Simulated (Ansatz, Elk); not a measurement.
# Bonding as seen by X-rays: SrCr2H2

Structure refinements treat a crystal as free atoms side by side. For a made-up structure of SrCr2H2 (cell and positions from a PBEsol relaxation) the runs below show what the calculated density changes in F(hkl).

Program: Elk 11.2.3 (patched build). Level of theory: DFT, PBE, all-electron APW+lo, Dirac cores, scalar-relativistic bands, static density, no spin. Results are calculated unless marked as measured.

The structure was built from a prototype and need not be the compound's stable phase.

## (1) The starting structure

It takes space group P-3m1 (No. 164, trigonal). The conventional cell has a = 3.738 Å, b = 3.738 Å, c = 5.437 Å, α = 90.00°, β = 90.00°, γ = 120.00°. Sr has 6 H at 2.36 Å nearest. Cr has 1 H at 1.63 Å nearest. Nearest to H lie 1 Cr at 1.63 Å and 3 Sr at 2.36 Å. Farther neighbours are not listed.

## (2) Ground state and structure factors

An all-electron density is needed, since X-rays see the cores too. Task 0 finds the density and task 195 Fourier-transforms it; tshift is off so that phases refer to the origin typed.

File elk.in:

```
tasks
  0
  195

xctype
  20

spinpol
  .false.

rgkmax
  7.0

gmaxvr
  14.0

lmaxo
  7

lmaxapw
  8

swidth
  0.002

tshift
  .false.

ramdisk
  .false.

hmaxvr
  5.5

maxscl
  120

epspot
  1e-06

sppath
  './'

avec
  7.06333090463 0.00000000000 0.00000000000
  -3.53166545232 6.11702399875 -0.00000000000
  0.00000000000 0.00000000000 10.27519166462

atoms
  3
  'Sr.in'
  1
  -0.0000000000 -0.0000000000 -0.0000000000   0.000000 0.000000 0.000000
  'Cr.in'
  2
  0.6666666667 0.3333333333 0.5265967334   0.000000 0.000000 0.000000
  0.3333333333 0.6666666667 0.4734032666   0.000000 0.000000 0.000000
  'H.in'
  2
  0.6666666667 0.3333333333 0.8262158174   0.000000 0.000000 0.000000
  0.3333333333 0.6666666667 0.1737841826   0.000000 0.000000 0.000000

ngridk
  7 7 4
```

On the command line:

```sh
OMP_NUM_THREADS=4 elk
```

Numbers of over 12 decimals in the logs are rounded to 6 here.

The program printed:

```text
┌─────────────────────────┐
│ Elk code version 11.2.3 │
└─────────────────────────┘

All units are atomic (Hartree, Bohr, etc.)

┌─────────────────────────────────────────────────┐
│ Ground-state run starting from atomic densities │
└─────────────────────────────────────────────────┘

Lattice vectors :
   7.063330905       0.000000000       0.000000000
  -3.531665452       6.117023999      -0.000000000
   0.000000000       0.000000000       10.27519166

Reciprocal lattice vectors :
  0.8895499010      0.5135818748      -0.000000000
   0.000000000       1.027163750       0.000000000
  -0.000000000       0.000000000      0.6114908132

Unit cell volume      :    443.9557330
Brillouin zone volume :   0.5587273573

Muffin-tin inner radius fraction :   0.1000000000E-01

Nuclei treated as point charges

Species : 1 (Sr)
 parameters loaded from : Sr.in
 name : strontium
 nuclear charge    :   -38.00000000
 electronic charge :    38.00000000
 atomic mass :    159721.4892
 muffin-tin radius :    2.600000000
 number of radial points in muffin-tin :   1193
 inner part over the whole radius :   0.9909106339E-02
 number on inner part of muffin-tin    :    847
 approximate nuclear radius :   0.8067967193E-04
 number of mesh points to nuclear radius :    415
 atomic positions (lattice), magnetic fields (Cartesian) :
  1 :   0.00000000  0.00000000  0.00000000    0.00000000  0.00000000  0.00000000

Species : 2 (Cr)
 parameters loaded from : Cr.in
 name : chromium
 nuclear charge    :   -24.00000000
 electronic charge :    24.00000000
 atomic mass :    94783.09202
 muffin-tin radius :    1.793269502
 number of radial points in muffin-tin :    993
 inner part over the whole radius :   0.9949671504E-02
 number on inner part of muffin-tin    :    694
 approximate nuclear radius :   0.6987106690E-04
 number of mesh points to nuclear radius :    335
 atomic positions (lattice), magnetic fields (Cartesian) :
  1 :  -0.33333333  0.33333333 -0.47340327    0.00000000  0.00000000  0.00000000
  2 :   0.33333333 -0.33333333  0.47340327    0.00000000  0.00000000  0.00000000

Species : 3 (H)
 parameters loaded from : H.in
 name : hydrogen
 nuclear charge    :   -1.000000000
 electronic charge :    1.000000000
 atomic mass :    1837.362221
 muffin-tin radius :    1.235374012
 number of radial points in muffin-tin :    393
 inner part over the whole radius :   0.9793949928E-02
 number on inner part of muffin-tin    :    257
 approximate nuclear radius :   0.2766748019E-04
 number of mesh points to nuclear radius :     78
 atomic positions (lattice), magnetic fields (Cartesian) :
  1 :  -0.33333333  0.33333333 -0.17378418    0.00000000  0.00000000  0.00000000
  2 :   0.33333333 -0.33333333  0.17378418    0.00000000  0.00000000  0.00000000

Total number of atoms per unit cell :    5
Total muffin-tin volume :    137.7290022
 ratio of muffin-tin to unit cell volume :   0.3102313855

Spin treatment :
 spin-unpolarised

Number of Bravais lattice symmetries :   24
Number of crystal symmetries         :   12
Crystal has inversion symmetry
Real symmetric eigensolver will be used

k-point grid :      7     7     4
k-point offset :    0.000000000       0.000000000       0.000000000
k-point set is reduced with full crystal symmetry group
Total number of k-points :       28

Muffin-tin radius times maximum |G+k| :    7.000000000
 using average radius
Maximum |G+k| for APW functions       :    4.042836963
Maximum (1/2)|G+k|²                   :    8.172265355
Maximum |G| for potential and density :    14.00000000
Constant for pseudocharge density :    9
 order of it for each species :   16  16  15
 order of it for pair densities of each species (exact exchange by exxq0 0: 17) :   16  10   4
Radial integration step length :    1

G-vector grid sizes :     32    32    48
Number of G-vectors :    20601

Maximum angular momentum used for
 APW functions            :    8
 outer part of muffin-tin :    7
 inner part of muffin-tin :    2

Total nuclear charge    :   -88.00000000
[...]
Estimated direct band gap   :   0.1805098914E-01
 at k-point 15

Charges :
 core                        :    48.00000000
 valence                     :    40.00000000
 interstitial                :    8.646254905
 muffin-tins (core leakage)
  species : 1 (Sr)
   atom 1                    :    36.19930324     (  0.2950853919E-04)
  species : 2 (Cr)
   atom 1                    :    20.74492485     ( -0.1600106057E-06)
   atom 2                    :    20.74492485     ( -0.1600106057E-06)
  species : 3 (H)
   atom 1                    :   0.8322960806     (   0.000000000    )
   atom 2                    :   0.8322960806     (   0.000000000    )
 total in muffin-tins        :    79.35374510
 total calculated charge     :    87.99993234
 total charge                :    88.00000000
 error                       :   0.6765635264E-04

RMS change in Kohn-Sham potential (target) :    100.2937413     (  0.1000000000E-05)
Absolute change in total energy (target)   :    1.665599191     (  0.1000000000E-03)

[... loops 3 to 25 left out ...]

┌──────────────────┐
│ Loop number : 26 │
└──────────────────┘

Energies :
 Fermi                       :     0.290082
 sum of occupied eigenvalues :     -3092.0976170062
 electron kinetic            :      5402.3636850716
 core electron kinetic       :      5154.0068973690
 Coulomb                     :     -10481.441892377
 Coulomb potential           :     -8229.7391515540
 nuclear-nuclear             :     -677.75470961292
 electron-nuclear            :     -11390.418549433
 Hartree                     :      1586.7313666687
 Madelung                    :     -6366.5723166001
 xc potential                :     -264.72215052378
 exchange                    :     -199.52774754159
 correlation                 :     -4.121043
 electron entropic           :    -0.61596947151433E-03
 total energy                :     -5282.7276141638

Density of states at Fermi energy :    49.10930636
 (states/Hartree/unit cell)

Estimated indirect band gap :   0.6812953244E-03
 from k-point 13 to k-point 7
Estimated direct band gap   :   0.1333110805E-01
 at k-point 21

Charges :
 core                        :    48.00000000
 valence                     :    40.00000000
 interstitial                :    7.680459178
 muffin-tins (core leakage)
  species : 1 (Sr)
[...]
species : 2 (Cr)
[...]
species : 3 (H)
   atom 1                    :   0.7149817649     (   0.000000000    )
   atom 2                    :   0.7149817649     (   0.000000000    )
 total in muffin-tins        :    80.31954082
 total calculated charge     :    87.99992692
 total charge                :    88.00000000
 error                       :   0.7307817773E-04

RMS change in Kohn-Sham potential (target) :   0.3224632605E-06 (  0.1000000000E-05)
Absolute change in total energy (target)   :   0.1393227649E-06 (  0.1000000000E-03)

Convergence targets achieved

┌──────────────────┐
│ Loop number : 27 │
└──────────────────┘

Energies :
 Fermi                       :     0.290082
 sum of occupied eigenvalues :     -3092.0976169546
 electron kinetic            :      5402.3636850313
 core electron kinetic       :      5154.0068973898
 Coulomb                     :     -10481.441892286
 Coulomb potential           :     -8229.7391516499
 nuclear-nuclear             :     -677.75470961292
 electron-nuclear            :     -11390.418549152
 Hartree                     :      1586.7313664796
 Madelung                    :     -6366.5723164606
 xc potential                :     -264.72215033601
 exchange                    :     -199.52774753059
 correlation                 :     -4.121043
 electron entropic           :    -0.61596947346956E-03
 total energy                :     -5282.7276141014

Density of states at Fermi energy :    49.10930655
 (states/Hartree/unit cell)

Estimated indirect band gap :   0.6812952865E-03
 from k-point 13 to k-point 7
Estimated direct band gap   :   0.1333110791E-01
 at k-point 21

Charges :
 core                        :    48.00000000
 valence                     :    40.00000000
 interstitial                :    7.680459187
 muffin-tins (core leakage)
  species : 1 (Sr)
   atom 1                    :    36.07691295     (  0.2871197575E-04)
  species : 2 (Cr)
   atom 1                    :    21.40633216     ( -0.1613813723E-06)
   atom 2                    :    21.40633216     ( -0.1613813723E-06)
  species : 3 (H)
   atom 1                    :   0.7149817654     (   0.000000000    )
   atom 2                    :   0.7149817654     (   0.000000000    )
 total in muffin-tins        :    80.31954081
 total calculated charge     :    87.99992692
 total charge                :    88.00000000
 error                       :   0.7307817344E-04

┌──────────────────────────────┐
│ Self-consistent loop stopped │
└──────────────────────────────┘

Wrote STATE.OUT
```

The job ended after 58 s (4 threads of Intel Xeon Platinum 8375C at 2.90GHz (Ice Lake), shared host; peak memory 0.18 GiB).

SFACRHO.OUT:

```text

h k l indices transformed by vhmat matrix:
   1.000000000       0.000000000       0.000000000    
   0.000000000       1.000000000       0.000000000    
   0.000000000       0.000000000       1.000000000    

      h      k      l  multipl.   |H|            Re(F)            Im(F)           |F|

      0      0      0      1   0.0000000       88.000001      0.13245897E-18   88.000001    
      0      0      1      2  0.61149081      -7.7636034     -0.48133777E-16   7.7636034    
     -1      0      0      6   1.0271637       11.561154     -0.30685283E-14   11.561154    
      0     -1      1      6   1.1954022       42.581666      0.28068009E-14   42.581666    
     -1      0      1      6   1.1954022       55.572637      0.94221869E-14   55.572637    
      0      0     -2      2   1.2229816       64.921075     -0.56557188E-15   64.921075    
      1      0     -2      6   1.5971066       4.1597236      0.58813459E-14   4.1597236    
     -1      0     -2      6   1.5971066       21.607428     -0.60167221E-16   21.607428    
      1     -2      0      6   1.7790998       59.351878      0.14088754E-13   59.351878    
      0      0      3      2   1.8344724      -1.3946517     -0.10559347E-14   1.3946517    
     -2      1      1     12   1.8812541      -3.1937224      0.36100333E-15   3.1937224    
      0     -2      0      6   2.0543275       10.903734     -0.77254712E-14   10.903734    
      0      1      3      6   2.1024639       50.067324      -0.0000000       50.067324    
      0     -1      3      6   2.1024639       26.391233     -0.12033444E-14   26.391233    
      2      0     -1      6   2.1434044       34.136162     -0.28406449E-14   34.136162    
      0     -2      1      6   2.1434044       43.257721      0.94462537E-14   43.257721    
     -1     -1     -2     12   2.1589072       51.265479      0.11624307E-13   51.265479    
      0     -2     -2      6   2.3908044       18.715351     -0.16606153E-14   18.715351
```

Elk indexes on the primitive cell of elk.in and gives |H| = 4π sin θ/λ in inverse bohr. Below, one row stands for each form hkl of the conventional cell (m members, Friedel mates merged), F is for one primitive cell and the density is static (no thermal factor). Free-atom factors are Waasmaier and Kirfel's, and R is Σm||F|−|F'||/Σm|F|.

| hkl | m | sin θ/λ (Å⁻¹) | abs F, DFT | neutral atoms | diff. |
| --- | --- | --- | --- | --- | --- |
| 001 | 2 | 0.092 | 7.764 | 7.901 | -0.137 |
| 100 | 6 | 0.154 | 11.561 | 11.479 | +0.082 |
| 101 | 6 | 0.180 | 42.582 | 43.029 | -0.447 |
| 011 | 6 | 0.180 | 55.573 | 55.629 | -0.056 |
| 002 | 2 | 0.184 | 64.921 | 65.651 | -0.730 |
| 012 | 6 | 0.240 | 4.160 | 3.478 | +0.681 |
| 102 | 6 | 0.240 | 21.607 | 21.614 | -0.007 |
| 110 | 6 | 0.268 | 59.352 | 59.746 | -0.395 |
| 003 | 2 | 0.276 | 1.395 | 1.333 | +0.062 |
| 111 | 12 | 0.283 | 3.194 | 3.757 | -0.564 |
| 200 | 6 | 0.309 | 10.904 | 10.610 | +0.294 |
| 013 | 6 | 0.316 | 50.067 | 50.181 | -0.113 |
| 103 | 6 | 0.316 | 26.391 | 26.189 | +0.203 |
| 021 | 6 | 0.322 | 34.136 | 34.587 | -0.451 |
| 201 | 6 | 0.322 | 43.258 | 43.489 | -0.231 |
| 112 | 12 | 0.325 | 51.266 | 51.590 | -0.325 |
| 022 | 6 | 0.359 | 18.715 | 18.632 | +0.084 |
| 202 | 6 | 0.359 | 4.289 | 4.051 | +0.237 |
| 004 | 2 | 0.368 | 43.904 | 43.845 | +0.059 |
| 113 | 12 | 0.384 | 0.475 | 0.573 | -0.097 |
| 104 | 6 | 0.399 | 26.342 | 26.338 | +0.003 |
| 014 | 6 | 0.399 | 0.525 | 0.400 | +0.125 |

## (3) The highest occupied states alone

An energy window below the Fermi level keeps the highest occupied states, to see at which angles they scatter; shallow core shells can lie inside it and anion s states outside. No new self-consistency is needed.

elk.in, as its differences from that of step 2:

```diff
@@ -1,3 +1,2 @@
 tasks
-  0
   195
@@ -40,2 +39,5 @@
 
+wsfac
+  -0.261160 0.590080
+
 sppath
```

On the command line:

```sh
OMP_NUM_THREADS=4 elk
```

The program printed:

```text
┌─────────────────────────────────┐
│ Elk code version 11.2.3 started │
└─────────────────────────────────┘

Info(readinput): the functional depends on the density's gradient
 muffin-tin radial points multiplied by    2.00000
 (not where nrmtscf is given)

┌────────────────────┐
│ Current task : 195 │
└────────────────────┘
Info(checkmt): changed muffin-tin radius of species 2 (Cr) from   2.4000 to   1.7933
Info(checkmt): changed muffin-tin radius of species 3 (H) from   1.4000 to   1.2354

Info(sfacrho): density structure factors written to SFACRHO.OUT

 Energy window :  -0.2611600000      0.5900800000

┌──────────────────┐
│ Elk code stopped │
└──────────────────┘
```

The job ended after 8.7 s (4 threads; peak memory 0.16 GiB; 11 s of CPU time).

States within 15 eV below the Fermi level hold 16.00 electrons; any levels below the window count with the cores. Their amplitudes can exceed the total, where window and core parts have opposite phase:

| hkl | sin θ/λ (Å⁻¹) | abs F, window | abs F, all |
| --- | --- | --- | --- |
| 001 | 0.092 | 7.730 | 7.764 |
| 100 | 0.154 | 3.838 | 11.561 |
| 101 | 0.180 | 0.565 | 42.582 |
| 011 | 0.180 | 4.265 | 55.573 |
| 002 | 0.184 | 4.079 | 64.921 |
| 012 | 0.240 | 1.629 | 4.160 |
| 102 | 0.240 | 0.988 | 21.607 |
| 110 | 0.268 | 3.835 | 59.352 |
| 003 | 0.276 | 3.443 | 1.395 |
| 111 | 0.283 | 2.234 | 3.194 |

## (4) Another functional

The difference from free atoms is small, so it is set against the change that LDA (Perdew-Wang) makes.

elk.in, as its differences from that of step 3:

```diff
@@ -1,2 +1,3 @@
 tasks
+  0
   195
@@ -4,3 +5,3 @@
 xctype
-  20
+  3
 
@@ -39,5 +40,2 @@
 
-wsfac
-  -0.261160 0.590080
-
 sppath
```

On the command line:

```sh
OMP_NUM_THREADS=4 elk
```

The program printed:

```text
┌─────────────────────────┐
│ Elk code version 11.2.3 │
└─────────────────────────┘

All units are atomic (Hartree, Bohr, etc.)

┌─────────────────────────────────────────────────┐
│ Ground-state run starting from atomic densities │
└─────────────────────────────────────────────────┘

Lattice vectors :
   7.063330905       0.000000000       0.000000000
  -3.531665452       6.117023999      -0.000000000
   0.000000000       0.000000000       10.27519166

Reciprocal lattice vectors :
  0.8895499010      0.5135818748      -0.000000000
[...]
species : 2 (Cr)
   atom 1                    :    21.40913055     ( -0.3270029318E-05)
   atom 2                    :    21.40913055     ( -0.3270029318E-05)
  species : 3 (H)
   atom 1                    :   0.6934802323     (   0.000000000    )
   atom 2                    :   0.6934802323     (   0.000000000    )
 total in muffin-tins        :    80.29169748
 total calculated charge     :    87.99993725
 total charge                :    88.00000000
 error                       :   0.6275101913E-04

┌──────────────────────────────┐
│ Self-consistent loop stopped │
└──────────────────────────────┘

Wrote STATE.OUT
[key lines of the parts left out:]
total energy                :     -5275.0419449733
```

It took 29 s on 4 threads; peak memory 0.16 GiB; 90 s of CPU time.

Against the first run R = 0.07 %; the largest change is -0.050 at 110.

## (5) A coarser k-mesh

About half the k-points along each axis test the sampling.

elk.in, as its differences from that of step 4:

```diff
@@ -5,3 +5,3 @@
 xctype
-  3
+  20
 
@@ -63,2 +63,2 @@
 ngridk
-  7 7 4
+  4 4 2
```

On the command line:

```sh
OMP_NUM_THREADS=4 elk
```

The program printed:

```text
┌─────────────────────────┐
│ Elk code version 11.2.3 │
└─────────────────────────┘

All units are atomic (Hartree, Bohr, etc.)

┌─────────────────────────────────────────────────┐
│ Ground-state run starting from atomic densities │
└─────────────────────────────────────────────────┘

Lattice vectors :
   7.063330905       0.000000000       0.000000000
  -3.531665452       6.117023999      -0.000000000
   0.000000000       0.000000000       10.27519166

Reciprocal lattice vectors :
  0.8895499010      0.5135818748      -0.000000000
[...]
species : 2 (Cr)
   atom 1                    :    21.40486109     ( -0.1613848326E-06)
   atom 2                    :    21.40486109     ( -0.1613848326E-06)
  species : 3 (H)
   atom 1                    :   0.7157741116     (   0.000000000    )
   atom 2                    :   0.7157741116     (   0.000000000    )
 total in muffin-tins        :    80.31809169
 total calculated charge     :    87.99992828
 total charge                :    88.00000000
 error                       :   0.7171979883E-04

┌──────────────────────────────┐
│ Self-consistent loop stopped │
└──────────────────────────────┘

Wrote STATE.OUT
[key lines of the parts left out:]
total energy                :     -5282.7298249240
```

The job ended after 29 s (4 threads; peak memory 0.17 GiB; 66 s of CPU time).

Against the first run R = 0.02 %; the largest change is -0.012 at 021.

## (6) Settings against the effect

| run | R against the first run (%) | R against neutral atoms, low angle (%) | wall time |
| --- | --- | --- | --- |
| PBE, rgkmax 7 | 0.00 | 1.37 | 58 s |
| LDA (Perdew-Wang) | 0.07 | 1.35 | 29 s |
| k-mesh 4×4×2 | 0.02 | 1.38 | 29 s |

## (7) What came out

| Item | Value |
| --- | --- |
| R against neutral atoms, sin θ/λ < 0.3 Å⁻¹ | 1.37 % |
| R against neutral atoms, 0.3 to 0.82 Å⁻¹ | 0.34 % |

Independent neutral atoms miss the calculated amplitudes by R = 1.37 % below 0.3 Å⁻¹ and 0.34 % from there to 0.82 Å⁻¹; by shells, 1.77 % below 0.15 Å⁻¹ (1 form), 1.37 % 0.15 to 0.3 (9 forms), 0.56 % 0.3 to 0.45 (19 forms), 0.29 % above 0.45 (116 forms). Bonding, aspherical density and the tables' own atoms all enter these figures, and the runs don't part them. The largest change of an amplitude is -0.73 electrons, at 002. Weak lines can change much in proportion: 014 goes from 0.40 to 0.52. The window's part falls from 16.0 electrons at the origin to at most 1.18 between 0.45 and 0.82 Å⁻¹, where compact states inside the window still scatter. Below 0.3 Å⁻¹ the changes that finished (LDA (Perdew-Wang) and k-mesh 4×4×2) move F by R = 0.10 % at most, against the 1.37 % that separates it from free atoms. The basis has no finished test. These runs have no spin, though d or f shells may be open. Part of the difference isn't bonding: the tables are fits to free atoms and ions calculated by other methods than this functional. Thermal motion, anomalous dispersion and extinction are left out.

[Logs are printed without paths, hosts, clocks, repeated set-up lines and the standing remarks that a program may print on its own settings, such as how far it seeks lower states.]

[Hosts, paths, dates, database ids (printed as entryN), source tags and the programs' standing remarks are cut or masked in the printed files.]
